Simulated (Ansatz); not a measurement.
# One crystal, many levels of theory: CS2NF5 (P-1), part 2 of 2

What gap does each level of theory give for CS2NF5 (P-1), and in what time?

Ansatz 0.2.0; density functionals, hybrids and G0W0, plane waves, PAW. Known limits of the many-body steps: finite bands, screening cutoff and k mesh; no spin-orbit coupling in G0W0.

So far. Step 10 (G0W0@HSE06, 4×2×2 mesh, 1064 empty bands, screening to …): Over all 12 irreducible mesh points the G0W0 gap is 7.242 eV, from k = (0.000, -0.500, 0.000) to k = (0.000, -0.500, -0.500). The HSE06 gap of this run on the mesh is 4.268 eV. The two states that bound the G0W0 gap lie that far apart at the start, so the correction of the gap is 7.242 − 4.268 = +2.974 eV.

In doubt: masses and optical values from hybrid runs of this build are listed as unsure (step 10), which bears on the screening that GW takes from such a start.

**12. All levels together**

Each gap is the least one over the points named; times are wall times on shared hosts, not benchmarks. A G0W0 time includes the run's own self-consistent start. Runs with listed points see these and the mesh alone, so an edge that moves elsewhere is missed. Rows marked * are further runs, not shown as steps, whose inputs differ from the G0W0 step on the same start in the columns given; solver thresholds can differ too.

| level | mesh | files, cutoff | bands summed, screening | points | gap (eV) | valence top | conduction bottom | least direct gap (eV) | time |
| --- | --- | --- | --- | --- | --- | --- | --- | --- | --- |
| LDA | 6×4×4 | soft_1 PAW, 420 eV | - | mesh and listed points | 2.754 | (0.000, -0.500, 0.250) | (0.167, 0.250, 0.250) | 2.808 | 26 s |
| PBEsol | 6×4×4 | soft_1 PAW, 420 eV | - | mesh and listed points | 2.868 | (0.000, -0.500, 0.250) | (0.167, 0.250, 0.250) | 2.918 | 24 s |
| PBE | 6×4×4 | soft_1 PAW, 420 eV | - | mesh and path | 2.871 | (0.000, -0.500, 0.250) | (0.167, 0.250, 0.250) | 2.921 | 24 s |
| r2SCAN | 6×4×4 | soft_1 PAW, 500 eV | - | mesh and listed points | 3.294 | (0.000, -0.500, 0.250) | (0.167, 0.250, 0.250) | 3.345 | 14 s |
| HSE06 | 4×2×2 | soft_1 PAW, 420 eV | - | mesh and listed points | 4.209 | (0.000, -0.500, 0.250) | (0.167, 0.250, 0.250) | 4.263 | 64 s |
| PBE0 | 4×2×2 | soft_1 PAW, 420 eV | - | mesh and listed points | 4.971 | (0.000, -0.500, 0.250) | (0.167, 0.250, 0.250) | 5.027 | 65 s |
| DDH-PBE0 | 4×2×2 | soft_1 PAW, 420 eV | - | mesh and listed points | 6.518 | (0.000, -0.500, 0.250) | (0.167, 0.250, 0.250) | 6.576 | 1.7 min |
| G0W0@PBE* | 4×2×2 | soft_1 PAW, 420 eV | 230, 42 eV | all 12 irreducible mesh points | 6.625 | (0.000, -0.500, 0.000) | (0.000, -0.500, -0.500) | 6.639 | 18 s |
| G0W0@PBE* | 4×2×2 | soft_1 PAW, 420 eV | 550, 84 eV | all 12 irreducible mesh points | 6.650 | (0.000, -0.500, 0.000) | (0.000, -0.500, -0.500) | 6.662 | 44 s |
| G0W0@PBE | 4×2×2 | soft_1 PAW, 420 eV | 1120, 140 eV | all 12 irreducible mesh points | 6.654 | (0.000, -0.500, 0.000) | (0.000, -0.500, -0.500) | 6.666 | 1.8 min |
| G0W0@PBE* | 2×2×2 | soft_1 PAW, 420 eV | 550, 84 eV | all 8 irreducible mesh points | 6.670 | (0.000, -0.500, 0.000) | (0.000, -0.500, -0.500) | 6.682 | 33 s |
| G0W0@HSE06 | 4×2×2 | soft_1 PAW, 420 eV | 1120, 140 eV | all 12 irreducible mesh points | 7.242 | (0.000, -0.500, 0.000) | (0.000, -0.500, -0.500) | 7.258 | 5.6 min |
| G0W0@PBEsol | 4×2×2 | soft_1 PAW, 420 eV | 1120, 140 eV | all 12 irreducible mesh points | 6.628 | (0.000, -0.500, 0.000) | (0.000, -0.500, -0.500) | 6.641 | 87 s |

**13. What came out**

```
LDA, over mesh and listed points                                  : 2.754 eV
PBEsol, over mesh and listed points                               : 2.868 eV
PBE, over mesh and path                                           : 2.871 eV
r2SCAN, over mesh and listed points                               : 3.294 eV
HSE06, over mesh and listed points                                : 4.209 eV
PBE0, over mesh and listed points                                 : 4.971 eV
DDH-PBE0, over mesh and listed points                             : 6.518 eV
G0W0@PBE (1120 bands, 4×2×2), over all 12 irreducible mesh points : 6.654 eV
G0W0@HSE06, over all 12 irreducible mesh points                   : 7.242 eV
G0W0@PBEsol, over all 12 irreducible mesh points                  : 6.628 eV
known limits                                                      : finite bands, screening cutoff and k mesh; no spin-orbit coupling in G0W0
```

What this shows: The rows run from 2.754 eV (LDA) to 7.242 eV (G0W0@HSE06). They differ in mesh, plane-wave cutoff, bands and screening cutoff of G0W0 and the points over which the gap was sought as well as in level, so only pairs that share these are like for like. PBEsol against LDA: 2.868 − 2.754 = +0.114 eV, with the same mesh, files and cutoff, and both edges at the same k points. PBE against PBEsol: 2.871 − 2.868 = +0.003 eV, with the same mesh, files and cutoff, and both edges at the same k points. PBE0 against HSE06: 4.971 − 4.209 = +0.762 eV, with the same mesh, files and cutoff, and both edges at the same k points. DDH-PBE0 against PBE0: 6.518 − 4.971 = +1.547 eV, with the same mesh, files and cutoff, and both edges at the same k points. G0W0@HSE06 against G0W0@PBE with 1120 bands: 7.242 − 6.654 = +0.588 eV, with the same mesh, files and cutoffs, and both edges at the same k points. G0W0@PBEsol against G0W0@HSE06 with 1120 bands: 6.628 − 7.242 = −0.614 eV, with the same mesh, files and cutoffs, and both edges at the same k points. The dielectric-dependent hybrid took 0.430 of exact exchange, against 0.25 in PBE0. G0W0@PBE (1120 bands, 4×2×2) moves the gap of its own start on the mesh by 6.654 − 2.921 = +3.733 eV, between the same two levels. Over mesh and path, PBE puts the valence top at k = (0.000, -0.500, 0.250) and conduction bottom at k = (0.167, 0.250, 0.250), where no G0W0 correction was computed. The G0W0 gap over the whole zone is therefore not known from this run; at its settings it can only be equal to or under the 6.654 eV found, and no correction is carried over from another point. For the start itself the gap is 2.871 eV over mesh and path and 2.921 eV on the mesh of the G0W0 run, in runs that differ in mesh (6×4×4 and 4×2×2). G0W0@HSE06 moves the gap of its own start on the mesh by 7.242 − 4.268 = +2.974 eV, between the same two levels. Over mesh and listed points, HSE06 puts the valence top at k = (0.000, -0.500, 0.250) and conduction bottom at k = (0.167, 0.250, 0.250), where no G0W0 correction was computed. The G0W0 gap over the whole zone is therefore not known from this run; at its settings it can only be equal to or under the 7.242 eV found, and no correction is carried over from another point. For the start itself the gap is 4.209 eV over mesh and listed points and 4.268 eV on the mesh of the G0W0 run. G0W0@PBEsol moves the gap of its own start on the mesh by 6.628 − 2.920 = +3.708 eV, between the same two levels. Over mesh and listed points, PBEsol puts the valence top at k = (0.000, -0.500, 0.250) and conduction bottom at k = (0.167, 0.250, 0.250), where no G0W0 correction was computed. The G0W0 gap over the whole zone is therefore not known from this run; at its settings it can only be equal to or under the 6.628 eV found, and no correction is carried over from another point. For the start itself the gap is 2.868 eV over mesh and listed points and 2.920 eV on the mesh of the G0W0 run, in runs that differ in mesh (6×4×4 and 4×2×2). For G0W0@PBE: from 230 bands and 42 eV to 1120 bands and 140 eV the gap moves by 6.654 − 6.625 = +0.029 eV (rung by rung 6.625, 6.650, 6.654 eV); bands and screening cutoff rise together, so their parts are not told apart. A line in one over the bands through the two highest rungs gives 6.654 + (6.654 − 6.650) × 550 / (1120 − 550) = 6.658 eV, and through the pair below 6.650 + (6.650 − 6.625) × 230 / (550 − 230) = 6.668 eV. The two agree within 0.03 eV and the same two states bound the gap in each rung, so 6.658 eV is taken as an estimate of the limit on this mesh. The other G0W0 rows are shown at one basis each (1120 bands), so their distance from the limit is not known here. With the 2×2×2 mesh in place of the 4×2×2 mesh and all else as in the G0W0@PBE row with 550 bands, the gap differs by 6.670 − 6.650 = +0.020 eV, and that of the start by 2.921 − 2.921 = +0.000 eV. The G0W0 runs are scalar-relativistic. G0W0@PBE runs of this series with other atomic data on the same mesh, not shown as steps, give 6.635 eV (hard PAW, 1050 eV, 1633 bands, screening to 182 eV); where bands and cutoffs differ too, the part of the files is not isolated.

[Paths, hosts, dates, memory and timing lines, banners, echoed tables and standing remarks are left out of the program output.]

[Logs are printed without paths, hosts, clocks, repeated set-up lines and the standing remarks that a program may print on its own settings, such as how far it seeks lower states.]

[Runs of the session that timed out or met a known fault of the program may be left out.]

[Cells called generated may have been cut or substituted from an entry of the Crystallography Open Database or the Materials Project.]

[Hosts, paths, dates, database ids (printed as entryN), source tags and the programs' standing remarks are cut or masked in the printed files.]

[Where an RPA ε∞ is given, it is that of the G0W0 mesh and is not shown converged in it. Names of k-points follow the symmetry that the program found, which can be lower than the space group named. Band edges on a path are those of the sampled points; other points can move an edge, and change direct to indirect where valleys lie close.]

[Hybrid gaps are those of their k-mesh and are not shown converged in it.]
